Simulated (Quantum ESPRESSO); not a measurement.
# Fe2Ge: orders under volume

Wanted: the trend of the moments of Fe2Ge with volume.

Calculated with Quantum ESPRESSO 7.5; PBEsol; plane waves with GBRV 1.5 PBEsol potentials, no spin-orbit coupling.

**1. Starting point**

Symmetry: P6_3/mmc, No. 194, hexagonal system. Conventional cell: a = 4.133 Å, b = 4.133 Å, c = 5.009 Å, α = 90.00°, β = 90.00°, γ = 120.00°. Nearest to Fe lie 8 Fe at 2.50 to 2.69 Å and 6 Ge at 2.69 Å. Nearest to Fe lie 5 Ge at 2.39 to 2.50 Å and 6 Fe at 2.69 Å. Nearest to Ge lie 11 Fe at 2.39 to 2.69 Å. Farther neighbours are not listed.

The cell comes from Materials Project 2023-11-01, a database of computed structures, and need not be the stable phase.

**2. Volume 0.94, ferro ++++**

All lengths scale alike; the factor is that of the volume. Atoms keep their fractional places. Seeded atoms are those given a starting moment.

Input file pw.in:

```
&CONTROL
  calculation = 'scf'
  prefix = 'pwscf'
  outdir = './tmp'
  pseudo_dir = './pseudo'
  disk_io = 'nowf'
  tprnfor = .true.
  tstress = .true.
/
&SYSTEM
  ibrav = 0
  celldm(1) = 8
  nat = 6
  ntyp = 2
  ecutwfc = 40
  ecutrho = 280
  nbnd = 64
  occupations = 'smearing'
  smearing = 'fd'
  degauss = 0.00734986
  nspin = 2
  starting_magnetization(1) = 0.175
  starting_magnetization(2) = 0
/
&ELECTRONS
  conv_thr = 1.2d-08
  electron_maxstep = 150
  mixing_beta = 0.3
/
ATOMIC_SPECIES
Fe     55.8450 fe_pbesol_v1.5.uspp.F.UPF
Ge     72.6300 ge_pbesol_v1.4.uspp.F.UPF
CELL_PARAMETERS alat
   0.9563195785117    0.0000000000000    0.0000000000000
  -0.4781597892570    0.8281970491433    0.0000000000000
   0.0000000000000    0.0000000000000    1.1589935706102
ATOMIC_POSITIONS crystal
Fe      0.0000000000    0.0000000000    0.0000000000
Fe      0.0000000000    0.0000000000    0.5000000000
Fe      0.6666666700    0.3333333300    0.7500000000
Fe      0.3333333300    0.6666666700    0.2500000000
Ge      0.6666666700    0.3333333300    0.2500000000
Ge      0.3333333300    0.6666666700    0.7500000000
K_POINTS automatic
8 8 8 0 0 0
```

Command:

```sh
$ OMP_NUM_THREADS=1 mpirun -n 4 pw.x -nk 4 -in pw.in > pw.out
```

The program printed:

```text
Program PWSCF v.7.5 starts

     Message from routine setup:
     using ibrav=0 with symmetry is DISCOURAGED, use correct ibrav instead

     K-points division:     npool     =       4
     Subspace diagonalization in iterative solution of the eigenvalue problem:

     bravais-lattice index     =            0
     lattice parameter (alat)  =       8.0000  a.u.
     unit-cell volume          =     469.9890 (a.u.)^3
     number of atoms/cell      =            6
     number of atomic types    =            2
     number of electrons       =        92.00
     number of Kohn-Sham states=           64
     kinetic-energy cutoff     =      40.0000  Ry
     charge density cutoff     =     280.0000  Ry
     scf convergence threshold =      1.2E-08
     mixing beta               =       0.3000
     number of iterations used =            8  plain     mixing
     Exchange-correlation= SLA  PW   PSX  PSC
                           (   1   4  10   8   0   0   0)

     celldm(1)=   8.000000  celldm(2)=   0.000000  celldm(3)=   0.000000
     celldm(4)=   0.000000  celldm(5)=   0.000000  celldm(6)=   0.000000

     crystal axes: (cart. coord. in units of alat)
               a(1) = (   0.956320   0.000000   0.000000 )
               a(2) = (  -0.478160   0.828197   0.000000 )
               a(3) = (   0.000000   0.000000   1.158994 )

     reciprocal axes: (cart. coord. in units 2 pi/alat)
               b(1) = (  1.045676  0.603721 -0.000000 )
               b(2) = (  0.000000  1.207442  0.000000 )
               b(3) = (  0.000000 -0.000000  0.862818 )

     PseudoPot. # 1 for Fe read from file:
     fe_pbesol_v1.5.uspp.F.UPF
     Pseudo is Ultrasoft + core correction, Zval = 16.0

     PseudoPot. # 2 for Ge read from file:
     ge_pbesol_v1.4.uspp.F.UPF
     Pseudo is Ultrasoft + core correction, Zval = 14.0

     atomic species   valence    mass     pseudopotential
     Fe               16.00    55.84500     Fe( 1.00)
     Ge               14.00    72.63000     Ge( 1.00)

     Starting magnetic structure
     atomic species   magnetization
     Fe              0.175
     Ge              0.000

     24 Sym. Ops., with inversion, found (12 have fractional translation)

   Cartesian axes

     site n.     atom                  positions (alat units)
         1        Fe     tau(   1) = (   0.0000000   0.0000000   0.0000000  )
         2        Fe     tau(   2) = (   0.0000000   0.0000000   0.5794968  )
         3        Fe     tau(   3) = (   0.4781598   0.2760657   0.8692452  )
         4        Fe     tau(   4) = (  -0.0000000   0.5521314   0.2897484  )
         5        Ge     tau(   5) = (   0.4781598   0.2760657   0.2897484  )
         6        Ge     tau(   6) = (  -0.0000000   0.5521314   0.8692452  )

     number of k points=    50  Fermi-Dirac smearing, width (Ry)=  0.0073
                       cart. coord. in units 2pi/alat
        k(    1) = (   0.0000000   0.0000000   0.0000000), wk =   0.0019531
        k(    2) = (   0.0000000   0.0000000   0.1078522), wk =   0.0039062
        k(    3) = (   0.0000000   0.0000000   0.2157044), wk =   0.0039062
        k(    4) = (   0.0000000   0.0000000   0.3235566), wk =   0.0039062
        k(    5) = (   0.0000000   0.0000000  -0.4314088), wk =   0.0019531
        [... 45 further k-points ...]

     Dense  grid:    37231 G-vectors     FFT dimensions: (  45,  45,  50)

     Smooth grid:    16093 G-vectors     FFT dimensions: (  32,  32,  40)

     Check: negative core charge=   -0.000044
     Generating pointlists ...
     new r_m :   0.2278 (alat units)  1.8220 (a.u.) for type    1
     new r_m :   0.2278 (alat units)  1.8220 (a.u.) for type    2

     Initial potential from superposition of free atoms

     starting charge      87.9984, renormalised to      92.0000
     Starting wfcs are   70 randomized atomic wfcs

     Self-consistent Calculation

     iteration #  1     ecut=    40.00 Ry     beta= 0.30
     Davidson diagonalization with overlap
     ethr =  1.00E-02,  avg # of iterations =  4.2

     total energy              =   -1426.90946678 Ry
     estimated scf accuracy    <       3.48906492 Ry

     total magnetization       =     8.23 Bohr mag/cell
     absolute magnetization    =     8.60 Bohr mag/cell

     iteration #  2     ecut=    40.00 Ry     beta= 0.30
     Davidson diagonalization with overlap
     ethr =  3.79E-03,  avg # of iterations =  2.0

     total energy              =   -1426.87116298 Ry
     estimated scf accuracy    <       1.49123305 Ry

     total magnetization       =     7.65 Bohr mag/cell
     absolute magnetization    =     8.21 Bohr mag/cell

     [... further iterations left out ...]

     iteration # 16     ecut=    40.00 Ry     beta= 0.30
     Davidson diagonalization with overlap
     ethr =  1.57E-11,  avg # of iterations =  1.4

     total energy              =   -1427.21139817 Ry
     estimated scf accuracy    <       0.00000001 Ry

     total magnetization       =     7.11 Bohr mag/cell
     absolute magnetization    =     7.63 Bohr mag/cell

     iteration # 17     ecut=    40.00 Ry     beta= 0.30
     Davidson diagonalization with overlap
     ethr =  1.48E-11,  avg # of iterations =  1.1

     Magnetic moment per site  (integrated on atomic sphere of radius R)
     atom   1 (R=0.228)  charge= 14.1113  magn=  2.2690
     atom   2 (R=0.228)  charge= 14.1113  magn=  2.2690
     atom   3 (R=0.228)  charge= 14.2722  magn=  1.3144
     atom   4 (R=0.228)  charge= 14.2722  magn=  1.3144
     atom   5 (R=0.228)  charge= 11.6566  magn= -0.0492
     atom   6 (R=0.228)  charge= 11.6566  magn= -0.0492

     End of self-consistent calculation

     Number of k-points >= 100: set verbosity='high' to print the bands.

     the Fermi energy is    18.5508 ev

!    total energy              =   -1427.21139817 Ry
     estimated scf accuracy    <          2.1E-09 Ry
     smearing contrib. (-TS)   =      -0.01387414 Ry
     internal energy E=F+TS    =   -1427.19752403 Ry

     The total energy is F=E-TS. E is the sum of the following terms:
     one-electron contribution =    -634.57978608 Ry
     hartree contribution      =     391.95031723 Ry
     xc contribution           =    -231.64137591 Ry
     ewald contribution        =    -952.92667927 Ry

     total magnetization       =     7.11 Bohr mag/cell
     absolute magnetization    =     7.63 Bohr mag/cell

     convergence has been achieved in  17 iterations

     Forces acting on atoms (cartesian axes, Ry/au):

     atom    1 type  1   force =    -0.00000000   -0.00000000    0.00000000
     atom    2 type  1   force =     0.00000000    0.00000000    0.00000000
     atom    3 type  1   force =     0.00000000    0.00000000    0.00000000
     atom    4 type  1   force =    -0.00000000    0.00000000    0.00000000
     atom    5 type  2   force =     0.00000000   -0.00000000    0.00000000
     atom    6 type  2   force =    -0.00000000   -0.00000000    0.00000000

     Total force =     0.000000     Total SCF correction =     0.000000

     Computing stress (Cartesian axis) and pressure

          total   stress  (Ry/bohr**3)                   (kbar)     P=       15.46
   0.00011793   0.00000000   0.00000000           17.35        0.00        0.00
   0.00000000   0.00011793   0.00000000            0.00       17.35        0.00
   0.00000000   0.00000000   0.00007935            0.00        0.00       11.67

=------------------------------------------------------------------------------=
   JOB DONE.
=------------------------------------------------------------------------------=
```

The job ended after 99 s (4 MPI ranks of Arm Neoverse V1, shared host; peak memory 0.59 GiB).

Spin moment in the atom's sphere by atom:

```
atom  spin moment in the atom's sphere (μB)
 Fe1                                   2.27
 Fe2                                   2.27
 Fe3                                   1.31
 Fe4                                   1.31
 Ge5                                  -0.05
 Ge6                                  -0.05
```

Numbers from this step:

```yaml
smearing_term_ts: 0.1888 eV
pressure: 1.546 GPa
magnetization: 7.106 μB
absolute_magnetization: 7.634 μB
final_state: ferromagnetic
```

**3. Volume 0.94, antiferro ++--**

Input file pw.in:

```
&CONTROL
  calculation = 'scf'
  prefix = 'pwscf'
  outdir = './tmp'
  pseudo_dir = './pseudo'
  disk_io = 'nowf'
  tprnfor = .true.
  tstress = .true.
/
&SYSTEM
  ibrav = 0
  celldm(1) = 8
  nat = 6
  ntyp = 3
  ecutwfc = 40
  ecutrho = 280
  nbnd = 58
  occupations = 'smearing'
  smearing = 'fd'
  degauss = 0.00734986
  nspin = 2
  starting_magnetization(1) = 0.175
  starting_magnetization(2) = -0.175
  starting_magnetization(3) = 0
/
&ELECTRONS
  conv_thr = 1.2d-08
  electron_maxstep = 150
  mixing_beta = 0.3
/
ATOMIC_SPECIES
Fe1    55.8450 fe_pbesol_v1.5.uspp.F.UPF
Fe2    55.8450 fe_pbesol_v1.5.uspp.F.UPF
Ge     72.6300 ge_pbesol_v1.4.uspp.F.UPF
CELL_PARAMETERS alat
   0.9563195785117    0.0000000000000    0.0000000000000
  -0.4781597892570    0.8281970491433    0.0000000000000
   0.0000000000000    0.0000000000000    1.1589935706102
ATOMIC_POSITIONS crystal
Fe1     0.0000000000    0.0000000000    0.0000000000
Fe1     0.0000000000    0.0000000000    0.5000000000
Fe2     0.6666666700    0.3333333300    0.7500000000
Fe2     0.3333333300    0.6666666700    0.2500000000
Ge      0.6666666700    0.3333333300    0.2500000000
Ge      0.3333333300    0.6666666700    0.7500000000
K_POINTS automatic
8 8 8 0 0 0
```

The program printed:

```text
     [... lines left out ...]
Program PWSCF v.7.5 starts
     [... lines left out ...]
     number of atoms/cell      =            6
     [... lines left out ...]
     number of electrons       =        92.00
     number of Kohn-Sham states=           58
     kinetic-energy cutoff     =      40.0000  Ry
     charge density cutoff     =     280.0000  Ry
     scf convergence threshold =      1.2E-08
     [... lines left out ...]
     24 Sym. Ops., with inversion, found (12 have fractional translation)
     [... lines left out ...]
     number of k points=    50  Fermi-Dirac smearing, width (Ry)=  0.0073
     [... lines left out ...]
     iteration # 52     ecut=    40.00 Ry     beta= 0.30
     [... lines left out ...]
     Magnetic moment per site  (integrated on atomic sphere of radius R)
     atom   1 (R=0.239)  charge= 14.3822  magn=  2.2914
     atom   2 (R=0.239)  charge= 14.3822  magn=  2.2914
     atom   3 (R=0.228)  charge= 14.2722  magn=  1.3149
     atom   4 (R=0.228)  charge= 14.2722  magn=  1.3149
     atom   5 (R=0.228)  charge= 11.6566  magn= -0.0493
     atom   6 (R=0.228)  charge= 11.6566  magn= -0.0493
     [... lines left out ...]
     the Fermi energy is    18.5509 ev
!    total energy              =   -1427.21139816 Ry
     estimated scf accuracy    <          8.1E-09 Ry
     smearing contrib. (-TS)   =      -0.01387414 Ry
     [... lines left out ...]
     total magnetization       =     7.11 Bohr mag/cell
     absolute magnetization    =     7.63 Bohr mag/cell
     convergence has been achieved in  52 iterations
     [... lines left out ...]
     Total force =     0.000000     Total SCF correction =     0.000000
     [... lines left out ...]
          total   stress  (Ry/bohr**3)                   (kbar)     P=       15.45
     [... lines left out ...]
```

Wall time 5 min (4 MPI ranks); peak memory 0.58 GiB; 20 min of CPU time.

Spin moment in the atom's sphere by atom:

```
atom  spin moment in the atom's sphere (μB)
 Fe1                                   2.29
 Fe2                                   2.29
 Fe3                                   1.31
 Fe4                                   1.31
 Ge5                                  -0.05
 Ge6                                  -0.05
```

Read from the output:

| Property | Result |
| --- | --- |
| smearing term TS | 0.1888 eV |
| pressure | 1.545 GPa |
| magnetization | 7.107 μB |
| absolute magnetization | 7.635 μB |
| final state | ferromagnetic |

The typed signs were not kept.

**4. Volume 0.94, no spin polarisation**

Input file pw.in:

```
&CONTROL
  calculation = 'scf'
  prefix = 'pwscf'
  outdir = './tmp'
  pseudo_dir = './pseudo'
  disk_io = 'nowf'
  tprnfor = .true.
  tstress = .true.
/
&SYSTEM
  ibrav = 0
  celldm(1) = 8
  nat = 6
  ntyp = 2
  ecutwfc = 40
  ecutrho = 280
  nbnd = 58
  occupations = 'smearing'
  smearing = 'fd'
  degauss = 0.00734986
/
&ELECTRONS
  conv_thr = 1.2d-08
  electron_maxstep = 150
  mixing_beta = 0.3
/
ATOMIC_SPECIES
Fe     55.8450 fe_pbesol_v1.5.uspp.F.UPF
Ge     72.6300 ge_pbesol_v1.4.uspp.F.UPF
CELL_PARAMETERS alat
   0.9563195785117    0.0000000000000    0.0000000000000
  -0.4781597892570    0.8281970491433    0.0000000000000
   0.0000000000000    0.0000000000000    1.1589935706102
ATOMIC_POSITIONS crystal
Fe      0.0000000000    0.0000000000    0.0000000000
Fe      0.0000000000    0.0000000000    0.5000000000
Fe      0.6666666700    0.3333333300    0.7500000000
Fe      0.3333333300    0.6666666700    0.2500000000
Ge      0.6666666700    0.3333333300    0.2500000000
Ge      0.3333333300    0.6666666700    0.7500000000
K_POINTS automatic
8 8 8 0 0 0
```

The program printed:

```text
     [... lines left out ...]
Program PWSCF v.7.5 starts
     [... lines left out ...]
     number of atoms/cell      =            6
     [... lines left out ...]
     number of electrons       =        92.00
     number of Kohn-Sham states=           58
     kinetic-energy cutoff     =      40.0000  Ry
     charge density cutoff     =     280.0000  Ry
     scf convergence threshold =      1.2E-08
     [... lines left out ...]
     24 Sym. Ops., with inversion, found (12 have fractional translation)
     [... lines left out ...]
     number of k points=    50  Fermi-Dirac smearing, width (Ry)=  0.0073
     [... lines left out ...]
     iteration # 13     ecut=    40.00 Ry     beta= 0.30
     [... lines left out ...]
     the Fermi energy is    18.1604 ev
!    total energy              =   -1427.14252505 Ry
     estimated scf accuracy    <          6.0E-10 Ry
     smearing contrib. (-TS)   =      -0.03343412 Ry
     [... lines left out ...]
     convergence has been achieved in  13 iterations
     [... lines left out ...]
     Total force =     0.000000     Total SCF correction =     0.000000
     [... lines left out ...]
          total   stress  (Ry/bohr**3)                   (kbar)     P=      -75.86
     [... lines left out ...]
```

Wall time 36 s (4 MPI ranks); peak memory 0.47 GiB.

This step gave:

| Item | Value |
| --- | --- |
| smearing term TS | 0.4549 eV |
| pressure | -7.586 GPa |
| final state | non-magnetic (no spin polarisation) |

**5. Volume 1.06, no spin polarisation**

pw.in: that of step 4 with these lines changed.

```diff
@@ -30,5 +30,5 @@
 CELL_PARAMETERS alat
-   0.9563195785117    0.0000000000000    0.0000000000000
-  -0.4781597892570    0.8281970491433    0.0000000000000
-   0.0000000000000    0.0000000000000    1.1589935706102
+   0.9953956021933    0.0000000000000    0.0000000000000
+  -0.4976978010955    0.8620378783302    0.0000000000000
+   0.0000000000000    0.0000000000000    1.2063510243608
 ATOMIC_POSITIONS crystal
```

The program printed:

```text
     [... lines left out ...]
Program PWSCF v.7.5 starts
     [... lines left out ...]
     number of atoms/cell      =            6
     [... lines left out ...]
     number of electrons       =        92.00
     number of Kohn-Sham states=           58
     kinetic-energy cutoff     =      40.0000  Ry
     charge density cutoff     =     280.0000  Ry
     scf convergence threshold =      1.2E-08
     [... lines left out ...]
     24 Sym. Ops., with inversion, found (12 have fractional translation)
     [... lines left out ...]
     number of k points=    50  Fermi-Dirac smearing, width (Ry)=  0.0073
     [... lines left out ...]
     iteration # 14     ecut=    40.00 Ry     beta= 0.30
     [... lines left out ...]
     the Fermi energy is    15.6790 ev
!    total energy              =   -1427.07050232 Ry
     estimated scf accuracy    <          1.5E-09 Ry
     smearing contrib. (-TS)   =      -0.03796844 Ry
     [... lines left out ...]
     convergence has been achieved in  14 iterations
     [... lines left out ...]
     Total force =     0.000000     Total SCF correction =     0.000000
     [... lines left out ...]
          total   stress  (Ry/bohr**3)                   (kbar)     P=     -255.19
     [... lines left out ...]
```

The job ended after 47 s (4 MPI ranks; peak memory 0.5 GiB).

Read from the output:

| Property | Result |
| --- | --- |
| smearing term TS | 0.5166 eV |
| pressure | -25.52 GPa |
| final state | non-magnetic (no spin polarisation) |

**6. Trends**

The runs not shown differ from these in the moved quantity alone.

States, by row:

```
volume     ferro ++++  antiferro ++--  no spin polarisation
  0.94  ferromagnetic   ferromagnetic          non-magnetic
  0.97  ferromagnetic   ferromagnetic          non-magnetic
     1  ferromagnetic               -          non-magnetic
  1.03  ferromagnetic               -          non-magnetic
  1.06  ferromagnetic               -          non-magnetic
   1.1  ferromagnetic               -                     -
```

Table of largest site moment by volume:

```
volume (factor)  ferro ++++ (μB)  antiferro ++-- (μB)
         0.9400             2.27                 2.29
         0.9700             2.35                 2.37
         1.0000             2.43                    -
         1.0300             2.50                    -
         1.0600             2.56                    -
         1.1000             2.63                    -
```

Energy less that of the parallel start against volume; values in meV a seeded atom:

```
volume (factor)  antiferro ++--  no spin polarisation
         0.9400          2.6e-5                   234
         0.9700          2.4e-5                   267
         1.0000               -                   301
         1.0300               -                   337
         1.0600               -                   375
         1.1000               -                     -
```

The energy over the lowest by volume; values in meV an atom:

```
volume (factor)  ferro ++++  antiferro ++--  no spin polarisation
         0.9400           0          1.8e-5                   156
         0.9700        2.69            2.69                   181
         1.0000        16.5               -                   217
         1.0300        39.4               -                   264
         1.0600        69.5               -                   319
         1.1000         119               -                     -
```

**7. Summary of results**

```yaml
moment_parallel_start: 2.27 to 2.63 μB
states_met_from_these_starts: ferromagnetic
```

What this shows: The moment of the parallel start goes from 2.27 μB at 0.94 to 2.63 μB at 1.1. The net moment of the cell goes from 7.11 to 9.09 μB. The radius of the spheres follows the nearest distance, so part of the change of the site moments is the spheres'. Some or all runs of the second start lost their moments or typed signs, and their energies are those of the state reached. The largest moment of the start antiferro ++-- lies between 2.29 and 2.37 μB. Dashes mark runs that did not finish or were not started for lack of time. Energies are free energies at an electronic temperature of 1160 K, which lowers moments and differences where the moments are itinerant.

[Logs and program files are shortened in this print: banners, set-up blocks, solver, clock and traceback lines can be left out without a mark of their own.]

[Logs are printed without paths, hosts, clocks, repeated set-up lines and the standing remarks that a program may print on its own settings, such as how far it seeks lower states.]

[Hosts, paths, dates, database ids (printed as entryN), source tags and the programs' standing remarks are cut or masked in the printed files.]

[Where a cell is said to come from a database of computed structures, the database is the Materials Project.]
